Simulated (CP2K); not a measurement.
Consider glyoxal at its PBE geometry (Å).

```xyz
6

O     1.3888   -0.2779   -1.0187
C     0.7522   -0.1286    0.0103
C    -0.7524    0.1286   -0.0103
O    -1.3885    0.2779    1.0188
H     1.2136   -0.1667    1.0244
H    -1.2137    0.1667   -1.0245
```

Method: CP2K XAS_TDP, all-electron GAPW, PBEh(45%), aug-cc-pVTZ, TDA, no relativity.

Q: Predict the bright core excitations at the O K edge.

Leading lines: O1 525.31 eV. The leading line of an atom is its first one with 35 % of the strongest within 2.5 eV of its lowest line over the strength cut. 

The first six lines of each atom with a strength over 0.0015:

| atom | energy (eV) | states | strength, one atom |
| --- | --- | --- | --- |
| O1 (bonded to C), 2 alike | 525.31 | 1 | 0.0486 |
|  | 531.70 | 1 | 0.0024 |
|  | 533.27 | 1 | 0.0017 |
|  | 534.39 | 1 | 0.0057 |
|  | 534.80 | 1 | 0.0033 |
|  | 535.26 | 1 | 0.0059 |

Lines are vertical, at one geometry, with no vibrational structure. Without a correction of the core level, line positions, and the gaps between valence and Rydberg lines, follow the share of exact exchange. At this level such K lines come out 3 to 6 eV under measured ones. These values hold no scalar relativity, about 0.4 eV for O 1s. Rydberg lines, and the discretised continuum above threshold, depend on the basis and the box.

[Banner, clock and machine lines of the logs are left out without a mark of their own.]

[Logs are printed without paths, hosts, clocks, repeated set-up lines and the standing remarks that a program may print on its own settings, such as how far it seeks lower states.]

[Hosts, paths, dates, database ids (printed as entryN), source tags and the programs' standing remarks are cut or masked in the printed files.]
